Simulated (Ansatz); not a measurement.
# W-Au-Au-W stack of (111) layers: lattice stability ahead of a resistivity run, part 2 of 2

The plan: relax W-Au-Au-W stack of (111) layers, check its phonons, and, if the lattice is stable, compute its Eliashberg function and ρ(T).

Ansatz 0.2.0; DFT PBEsol, scalar-relativistic, plane waves, PAW; PAW set soft_1.

So far: Set-up; Rough relaxation; Relaxing cell and atoms.

## 4. Tight relaxation

Residual forces and stress shift phonon frequencies, so the cell is relaxed again, with tight thresholds and the mesh and smearing of this input.

input.yaml

```yaml
crystal:
  lattice:
    - [2.7524184078, 0.0, 0.0]
    - [-1.3762092039, 2.383664263, 0.0]
    - [0.0, 0.0, 37.9335366104]
  atoms:
    - { symbol: W, position: [0.0, 0.0, 0.1429545221] }
    - { symbol: Au, position: [0.3333333333, 0.6666666667, 0.2047838561] }
    - { symbol: Au, position: [0.6666666667, 0.3333333333, 0.2714904809] }
    - { symbol: W, position: [0.0, 0.0, 0.3333198149] }
  periodic: [true, true, false]
kpoints:
  mp_grid: { grid: [12, 12, 1] }
hamiltonian:
  xc: pbesol
  pseudopotentials: { kind: paw, azcp: { folder: soft_1 }, xc_functional: pbe }
scf:
  occupations: { method: methfessel_paxton, width: 0.2 }
output:
  forces: true
  stress: true
  eigenvalues: true
relax:
  adjacent_minimum: "off"
  f_tol: 0.001
  max_steps: 60
  cell: { stress_2d_tol: 0.002 }
```

Command:

```
$ ansatz run input.yaml --threads 4 --pin off --max-ram 12288MiB --backend cpu --events-out ev --progress --plain --runs-dir out
```

Numbers of over 12 decimals in the logs are rounded to 6 here.

Output:

```text
[the first part of the log is left out]
  E_aug_tail   = 0.003409  (compensation charges beyond the density's cutoff)
  E_ewald      = 187440.283183
  E_core_change = 1.062769  (= ΣΔE_core)
  E_smearing   = -0.012649  (= −TS)
  E_closure    = 0.000000  (closes the sum)
  Σ components = -46528.725476   (vs F -46528.725476, Δ=0.00e0)
--- Forces (eV/Å), atoms counted from 1 ---
  atom   1  W      0.00000000     0.00000000     0.00008405
  atom   2  Au    -0.00000000    -0.00000000     0.00017933
[...]
-0.000000       0.000000      -0.000000
  P = ½ c Tr σ = -0.0018 N/m
--- Band table (eV; the first three rows and the last of 19) ---
[...]
--- Relaxed structure (3 steps of the walk, 2 accepted, 1 SCFs on fresh bases) ---
[...]
cell:  # Å, volume = 248.8869 Å³
    - [2.752479, 0.0, 0]
    - [-1.376240, 2.383717, 0]
    - [0, 0, 37.9335366104]
  atoms:
    - { symbol: W, position: [0, 0, 0.142968] }
    - { symbol: Au, position: [0.333333, 0.666667, 0.204780] }
    - { symbol: Au, position: [0.666667, 0.333333, 0.271494] }
    - { symbol: W, position: [0, 0, 0.333306] }
```

It took 18 s on 4 threads of Arm Neoverse V1, shared host; peak memory 0.71 GiB.

Little changed from the start: no atom moved by 0.005 Å and no cell edge by 0.1 %.

## 5. Lattice stability: q 2×2×1, k 6×6×1

Couplings are defined for a stable lattice alone, so phonons come first.

input.yaml

```yaml
crystal:
  lattice:
    - [2.7524791643, 0.0, 0.0]
    - [-1.3762395822, 2.3837168797, 0.0]
    - [0.0, 0.0, 37.9335366104]
  atoms:
    - { symbol: W, position: [0.0, 0.0, 0.1429683814] }
    - { symbol: Au, position: [0.3333333333, 0.6666666667, 0.2047804911] }
    - { symbol: Au, position: [0.6666666667, 0.3333333333, 0.2714938459] }
    - { symbol: W, position: [0.0, 0.0, 0.3333059556] }
  periodic: [true, true, false]
kpoints:
  mp_grid: { grid: [6, 6, 1] }
hamiltonian:
  xc: pbesol
  pseudopotentials: { kind: paw, azcp: { folder: soft_1 }, xc_functional: pbe }
scf:
  occupations: { method: methfessel_paxton, width: 0.2 }
output:
  eigenvalues: true
phonons:
  method: dfpt
  qmesh: [2, 2, 1]
  temperatures: { t_max: 1000, t_step: 50 }
  qpath:
    path:
      - [0.0, 0.0, 0.0]
      - [0.5, 0.0, 0.0]
      - [0.33333333, 0.33333333, 0.0]
      - [0.0, 0.0, 0.0]
    npoints: 10
```

Output:

```text
Warning: crystal.symmetry: narrowed to the stabiliser of the run's FFT grids — unitary ops 12 → 6. A phonons.method: dfpt run fills in the rows of the dynamical matrix that it does not solve by its symmetry operations, which is exact only for operations that map its FFT grids onto themselves: filled in by any other, the frequencies could depend on the order in which like atoms are typed, or, by more than the grids' own error, on where the crystal sits among the grids' points. Excluded: 6 operations. The run can therefore solve more perturbations, solve them on more k-points, or both, and cost more. [rest of the remark cut]
[...]
Crystal: 4 atoms, lattice volume = 248.887 Å³
Basis set: ecut = 420 eV, 4861 PW (Γ), exchange–correlation on 40×40×512 points (8 copies of the dense FFT grid, shifted against one another)
Bands: 40, of which v1, the nominal top of the filled ones, is band 33 counted from 1 (32 counted from 0)
Symmetry: 12 space group operations
k-points: 7 of 36 (irreducible under 6 space group operations, time reversal used)
[...]
SCF iter   1: F=—  HF=-46534.012481 eV  |F-HF|=—  |Δ(HF+E_count)|=         —  Δρ=8.58e-2  dr2=1.01e2  ethr=3.10e-3  ⟨swp⟩=13.7  Hψ=2053  notcnv=0
[...]
SCF iter  17: F=-46528.549883 eV  HF=-46528.549883 eV  |F-HF|=1.89e-10  |Δ(HF+E_count)|=  2.18e-10  S|Δr|=    0.00e0  Δρ=2.96e-8  dr2=1.64e-12  ethr=1.00e-12  ⟨swp⟩=20.4  Hψ=2266  notcnv=0
SCF 1 converged in 17 iterations: F = -46528.549883 eV  dr2 = 1.64e-12
[...]
phonons: the bands overlap, so this run is a metal and interpolates without the dipole-dipole term. If the crystal is really an insulator or semiconductor, its LO-TO splitting is missing
NSCF: frozen V_eff on 7 k-points
[...]
DFPT response loops at q = (0, 0, 0) (fractional): preconditioner auto → none (partly filled bands, converged f_vac=0.691); β = 0.50; Broyden in place of MSR1
[...]
SCF converged after 17 iterations
Stability not checked: this state was not tested for a lower state beside it, because cold or Methfessel-Paxton smearing, or corrected tetrahedra, fill the levels in a way that the test cannot read (fill_not_monotonic; see scf.lower_state_search)
Free energy (F): -46528.549883 eV
[...]
Internal energy: -46528.550197 eV  (E = F + TS)
E sigma→0 (E₀):  -46528.549961 eV
Entropy (-TS):   0.000315 eV (0.079 meV/atom)
Fermi energy:    -5.902846 eV
[...]
--- Band table (eV; the first three rows and the last of 7) ---
  k-point 0: bands = [... 29 lower, -8.9011, -8.1430, -6.4491, -6.1195, -6.1195, -6.1058, -6.1058, -5.9717, ... 3 higher]
  k-point 1: bands = [... 29 lower, -8.9406, -7.1268, -6.8876, -6.6618, -6.4935, -6.2199, -5.0635, -5.0473, ... 3 higher]
  k-point 2: bands = [... 29 lower, -8.5087, -7.4404, -6.8583, -5.8501, -5.2442, -4.6266, -3.6163, -3.5362, ... 3 higher]
  k-point 6: bands = [... 29 lower, -6.9583, -6.7982, -6.7982, -6.4536, -6.4536, -4.5366, -4.2183, -1.7681, ... 3 higher]
--- Phonons (Γ-DFPT): 8 representative perturbations + reference (Σ response iterations 43) ---
  ASR residual: 3.049e-4 → 0.000e0 eV/Å²; symmetrization residual: 1.410e-4 eV/Å²
  The last average, over the group as it would stand without the narrowing to the FFT grids, took up to 1.636e-4 eV/Å² of the zone centre's force constants
  ASR residual per site (eV/Å²): 1.48e-4 2.08e-4 3.05e-4 1.79e-4
  Γ frequencies (cm⁻¹): 0.00 0.00 0.00 20.19 20.19 60.81 66.44 66.44 71.68 71.68 132.98 149.35
--- Phonons (arbitrary-q DFPT): 2 irreducible q on the 2×2×1 mesh ---
  q = [0.0000, 0.0000, 0.0000] (star 1, of the zone-centre solve; hermiticity 3.08e-5, symmetrization 2.95e-11, taken by the last average 1.79e-5): -0.00 0.00 0.00 20.19 20.19 60.81 66.44 66.44 71.68 71.68 132.98 149.35
  q = [0.0000, -0.5000, 0.0000] (star 3, 12 solved perturbations on 13 of 36 k-point pairs; hermiticity 6.47e-6, symmetrization 1.25e-6, taken by the last average 5.90e-6): -57.26 37.02 66.35 76.79 94.50 101.56 120.32 123.72 137.71 143.25 197.41 198.35
  sum rule: each row above includes the acoustic sum rule's correction from the zone centre's row sums; it moved no ω² by more than (0.65 cm⁻¹)²
  mesh force constants: q→R imaginary residual 1.01e-17; ASR residual 3.049e-4 → 0.000e0 eV/Å²; symmetrization residual 1.421e-14 eV/Å²
  interpolated dispersion: 31 rows × 12 modes
  density of states and harmonic sums: on the 26×26×1 q-mesh, interpolated from the force constants of a 2×2×1 supercell (no non-analytic term)
  largest difference from the sums on the solved wave vectors: F 1.54e-1 eV, S 2.29e-4 and C_V 7.59e-5 eV/K
  zero-point energy: 0.074456 eV/cell   skipped modes (ω ≤ 0): 44, of them read as no rigid motion or as one in doubt: 41 (6.169e-1 modes/cell left out, lowest -57.26 cm⁻¹)   left out of the sums: 5.18e-2 of the cell's modes: C_V's classical limit lies that fraction below 3 k_B per atom; for a crystal, a wire or a layer, F and S can be off by more, and a phonons.interpolated_qmesh denser along its periods is the remedy for the sampling
```

Wall time 1.7 min (4 threads); peak memory 1.1 GiB; 6.4 min of CPU time.

This step gave:

```
share of imaginary modes in the plain interpolation between solved wavevectors : 0.0499
highest frequency, solved or plainly interpolated                              : 198.3 cm⁻¹
```

Solved on the 2×2×1 mesh alone; all other wavevectors are interpolated. The phonon branches at the labelled points (cm⁻¹):

| point | branch 1 | branch 2 | branch 3 | branch 4 | branch 9 | branch 10 | branch 11 | branch 12 |
| --- | --- | --- | --- | --- | --- | --- | --- | --- |
| Γ | 0 | 0 | 0 | 20 | 72 | 72 | 133 | 149 |
| halfway | -28 | 37 | 50 | 71 | 124 | 134 | 145 | 150 |
| M | -57 | 37 | 66 | 77 | 138 | 143 | 197 | 198 |
| halfway | 15 | 61 | 74 | 76 | 131 | 134 | 189 | 190 |
| K | 64 | 64 | 95 | 95 | 164 | 164 | 165 | 169 |
| halfway | -12 | 45 | 60 | 75 | 124 | 132 | 154 | 157 |
| Γ | 0 | 0 | 0 | 20 | 72 | 72 | 133 | 149 |

Lowest modes at the softest wavevector of the mesh. Modes at q = (0.000, 0.500, 0.000), with each element's share of the kinetic energy (negative means imaginary):

| mode | frequency (cm⁻¹) | W % | Au % |
| --- | --- | --- | --- |
| 1 | -57.3 | 100 | 0 |
| 2 | 37.0 | 99 | 1 |
| 3 | 66.4 | 13 | 87 |
| 4 | 76.8 | 6 | 94 |
| 5 | 94.5 | 0 | 100 |
| 6 | 101.6 | 1 | 99 |

Displacements in mode 1 (-57.3 cm⁻¹), the largest set to 1, in the home cell:
```
W1  -1.00  0.00  0.00
Au2  0.07  0.00  0.00
Au3  0.07  0.00  0.00
W4   1.00  0.00  0.00
```

Displacements in mode 4 (76.8 cm⁻¹), the largest set to 1, in the home cell:
```
W1   0.00 -0.16  0.21
Au2  0.00 -0.06 -1.00
Au3  0.00  0.06  1.00
W4   0.00 -0.16  0.21
```

Among the solved wavevectors the lowest mode, translations apart, is -57.3 cm⁻¹, imaginary.

## 6. Lattice stability: q 3×3×1, k 9×9×1

An imaginary mode on so few k-points may come from the sampling, so the phonons are repeated with another q and k mesh.

Edit input.yaml of step 5 so:

```diff
@@ -12,3 +12,3 @@
 kpoints:
-  mp_grid: { grid: [6, 6, 1] }
+  mp_grid: { grid: [9, 9, 1] }
 hamiltonian:
@@ -22,3 +22,3 @@
   method: dfpt
-  qmesh: [2, 2, 1]
+  qmesh: [3, 3, 1]
   temperatures: { t_max: 1000, t_step: 50 }
```

Output:

```text
[...]
Crystal: 4 atoms, lattice volume = 248.887 Å³
Basis set: ecut = 420 eV, 4861 PW (Γ), exchange–correlation on 40×40×512 points (8 copies of the dense FFT grid, shifted against one another)
Bands: 40, of which v1, the nominal top of the filled ones, is band 33 counted from 1 (32 counted from 0)
Symmetry: 12 space group operations
k-points: 12 of 81 (irreducible under 6 space group operations, time reversal used)
[...]
SCF iter   1: F=—  HF=-46534.039725 eV  |F-HF|=—  |Δ(HF+E_count)|=         —  Δρ=8.45e-2  dr2=9.71e1  ethr=3.10e-3  ⟨swp⟩=14.0  Hψ=3525  notcnv=0
[...]
SCF iter  14: F=-46528.709382 eV  HF=-46528.709382 eV  |F-HF|=1.60e-10  |Δ(HF+E_count)|=   9.66e-9  S|Δr|=    0.00e0  Δρ=4.83e-8  dr2=7.44e-12  ethr=1.00e-12  ⟨swp⟩=23.6  Hψ=4417  notcnv=0
SCF 1 converged in 14 iterations: F = -46528.709382 eV  dr2 = 7.44e-12
[...]
SCF converged after 14 iterations
[...]
Free energy (F): -46528.709382 eV
[...]
Internal energy: -46528.699908 eV  (E = F + TS)
E sigma→0 (E₀):  -46528.707014 eV
Entropy (-TS):   -0.009474 eV (-2.369 meV/atom)
Fermi energy:    -5.832488 eV
Step filling:    the computed levels leave a gap of 0.0017 eV = 0.0 smearing widths at the electron count; against every level under it full and every level over it empty, smearing changes F+E_penalty+E_count by -6.998 meV and its σ→0 estimate by -4.630 meV
[...]
--- Band table (eV; the first three rows and the last of 12) ---
  k-point 0: bands = [... 29 lower, -9.1036, -8.1894, -6.4346, -5.9747, -5.9743, -5.9743, -5.9630, -5.9630, ... 3 higher]
  k-point 1: bands = [... 29 lower, -9.1202, -7.3148, -6.5108, -6.4075, -6.3709, -6.1640, -5.4984, -5.4843, ... 3 higher]
  k-point 2: bands = [... 29 lower, -8.9121, -7.0880, -7.0083, -6.8767, -6.3307, -5.7851, -4.1271, -4.1124, ... 3 higher]
  k-point 11: bands = [... 29 lower, -6.8171, -6.7604, -6.7604, -6.4657, -6.4657, -4.5801, -4.2403, -1.9598, ... 3 higher]
[...]
ASR residual: 2.872e-4 → 0.000e0 eV/Å²; symmetrization residual: 1.211e-4 eV/Å²
[...]
ASR residual per site (eV/Å²): 2.30e-5 2.29e-4 2.87e-4 1.07e-4
[...]
--- Phonons (arbitrary-q DFPT): 3 irreducible q on the 3×3×1 mesh ---
[...]
q = [0.3333, 0.3333, 0.0000] (star 2, 8 solved perturbations in 256 linear systems a pass and spin channel, the states on 45 of 81 k-point pairs; hermiticity 7.78e-6, symmetrization 1.07e-6, taken by the last average 2.43e-6): -110.84 -91.71 52.74 52.74 75.62 75.62 108.99 108.99 157.44 159.04 159.04 165.13
[...]
interpolated dispersion: 31 rows × 12 modes
[...]
```

Wall time 5.9 min (4 threads); peak memory 1.5 GiB; 23 min of CPU time.

This step gave:

| Item | Value |
| --- | --- |
| share of imaginary modes in the plain interpolation between solved wavevectors | 0.062 |
| highest frequency, solved or plainly interpolated | 195.8 cm⁻¹ |

Solved on the 3×3×1 mesh alone; all other wavevectors are interpolated. Phonon branches along the path, in cm⁻¹:

| point | branch 1 | branch 2 | branch 3 | branch 4 | branch 9 | branch 10 | branch 11 | branch 12 |
| --- | --- | --- | --- | --- | --- | --- | --- | --- |
| Γ | 0 | 0 | 0 | 14 | 66 | 66 | 132 | 150 |
| halfway | 56 | 57 | 60 | 82 | 138 | 143 | 153 | 154 |
| M | -35 | -21 | 59 | 59 | 167 | 170 | 194 | 196 |
| halfway | -64 | -41 | -28 | 28 | 142 | 147 | 184 | 186 |
| K | -111 | -92 | 53 | 53 | 157 | 159 | 159 | 165 |
| halfway | 50 | 64 | 72 | 81 | 141 | 147 | 156 | 156 |
| Γ | 0 | 0 | 0 | 14 | 66 | 66 | 132 | 150 |

Lowest modes at the softest wavevector of the mesh. Modes at q = (0.333, 0.333, 0.000), with each element's share of the kinetic energy (negative means imaginary):

| mode | frequency (cm⁻¹) | W % | Au % |
| --- | --- | --- | --- |
| 1 | -110.8 | 100 | 0 |
| 2 | -91.7 | 99 | 1 |
| 3 | 52.7 | 72 | 28 |
| 4 | 52.7 | 72 | 28 |
| 5 | 75.6 | 68 | 32 |
| 6 | 75.6 | 68 | 32 |

Displacements in mode 1 (-110.8 cm⁻¹), the largest set to 1, in the home cell (x, y, z of the real part, then of the imaginary part):
```
W1   0.00  0.00  1.00  0.00  0.00  0.00
Au2  0.00  0.03  0.00  0.03  0.00  0.00
Au3 -0.02 -0.01  0.00  0.01 -0.02  0.00
W4   0.00  0.00  1.00  0.00  0.00  0.00
```

Displacements in mode 6 (75.6 cm⁻¹), the largest set to 1, in the home cell (x, y, z of the real part, then of the imaginary part):
```
W1   1.00  0.72  0.00  0.01 -0.26  0.00
Au2  0.01  0.00  0.58  0.00  0.01  0.60
Au3 -0.01  0.00 -0.84  0.00  0.01  0.00
W4   0.97  0.76  0.00 -0.24  0.08  0.00
```

The modes has structure finer than the step of the table below, so its rows give means over 10 cm⁻¹, whole bins alone (the curve runs from -121 to 211 cm⁻¹). Peaks (cm⁻¹: height): Au 52.5: 0.04, 96.4: 0.0799, 150.7: 0.0430, 175.7: 0.0547; W -74.9: 0.0126, -18.5: 0.0186, 54.6: 0.0649, 79.6: 0.0426, 117.2: 0.0388, 150.7: 0.0696.

Phonopy on the run's constants, 21x21x1 mesh, Gaussian sigma 2.4 cm⁻¹. Table of modes by wavenumber; means over each step; values in 1/cm⁻¹/cell:

| wavenumber (cm⁻¹) | Au | W |
| --- | --- | --- |
| -110 | 6.0e-6 | 0.00204 |
| -100 | 1.9e-5 | 0.00271 |
| -90 | 7.1e-5 | 0.00610 |
| -80 | 1.0e-4 | 0.00465 |
| -70 | 2.3e-4 | 0.00738 |
| -60 | 1.8e-4 | 0.00371 |
| -50 | 3.3e-4 | 0.00555 |
| -40 | 7.9e-4 | 0.00892 |
| -30 | 3.4e-4 | 0.00975 |
| -20 | 7.9e-4 | 0.0128 |
| -10 | 2.8e-4 | 0.00638 |
| 0 | 4.8e-4 | 0.00262 |
| 10 | 0.00109 | 0.00447 |
| 20 | 0.00316 | 0.0174 |
| 30 | 0.00742 | 0.0236 |
| 40 | 0.0109 | 0.0319 |
| 50 | 0.0288 | 0.0519 |
| 60 | 0.0255 | 0.0533 |
| 70 | 0.0270 | 0.0390 |
| 80 | 0.0497 | 0.0367 |
| 90 | 0.0591 | 0.0216 |
| 100 | 0.0710 | 0.0184 |
| 110 | 0.0449 | 0.0242 |
| 120 | 0.0397 | 0.0355 |
| 130 | 0.0251 | 0.0221 |
| 140 | 0.0255 | 0.0356 |
| 150 | 0.0338 | 0.0587 |
| 160 | 0.0209 | 0.0376 |
| 170 | 0.0394 | 0.0133 |
| 180 | 0.0472 | 0.00150 |
| 190 | 0.0322 | 9.4e-4 |
| 200 | 0.00392 | 1.1e-4 |

No LO-TO term; unit eigenvectors of the mass-weighted matrix. Modes at Γ, with each element's share of the kinetic energy:

| mode | frequency (cm⁻¹) | symmetry | W % | Au % |
| --- | --- | --- | --- | --- |
| 1 | 0.0 | unnamed | 48 | 52 |
| 2 | 0.0 | unnamed | 48 | 52 |
| 3 | 0.0 | unnamed | 48 | 52 |
| 4 | 14.1 | Eg | 47 | 53 |
| 5 | 14.1 | Eg | 47 | 53 |
| 6 | 62.0 | A1g | 71 | 29 |
| 7 | 64.1 | unnamed | 53 | 47 |
| 8 | 64.1 | unnamed | 53 | 47 |
| 9 | 65.6 | unnamed | 52 | 48 |
| 10 | 65.6 | unnamed | 52 | 48 |
| 11 | 132.1 | A2u | 52 | 48 |
| 12 | 150.2 | A1g | 29 | 71 |

Displacements in mode 4 (14.1 cm⁻¹), the largest set to 1:
```
W1   0.31 -0.98  0.00
Au2  0.31 -1.00  0.00
Au3 -0.31  1.00  0.00
W4  -0.31  0.98  0.00
```

Displacements in mode 6 (62.0 cm⁻¹), the largest set to 1:
```
W1   0.00  0.00  1.00
Au2  0.00  0.00  0.62
Au3  0.00  0.00 -0.62
W4   0.00  0.00 -1.00
```

Among the solved wavevectors the lowest mode, translations apart, is -111 cm⁻¹, imaginary.

## 7. Summary of results

```yaml
phonon_run_of_the_rows_without_a_label_of_their_own: PBEsol, q 3×3×1, k 9×9×1
softest_mode_on_the_q_mesh: -111 cm⁻¹ at q = (0.333, 0.333, 0)
highest_frequency_solved_or_plainly_interpolated: 196 cm⁻¹
```

What this shows: The lattice is dynamically unstable at this level: a mode at q = (0.333, 0.333, 0) is imaginary, 111i cm⁻¹, so no harmonic coupling constant or resistivity is defined for this structure. These meshes are coarse, and single modes of a metal can move by tens of cm⁻¹ with the k mesh. The coarser mesh found an imaginary mode at another wavevector, which this mesh lacks. Spin–orbit coupling, left out here, matters for Au and W. The PAW files were made for PBE; under other functionals the run regenerates their frozen core. The structure was built by hand as an ordered model, and its stability against other phases was not tested.

[Logs are printed without paths, hosts, clocks, repeated set-up lines and the standing remarks that a program may print on its own settings, such as how far it seeks lower states.]

[Hosts, paths, dates, database ids (printed as entryN), source tags and the programs' standing remarks are cut or masked in the printed files.]
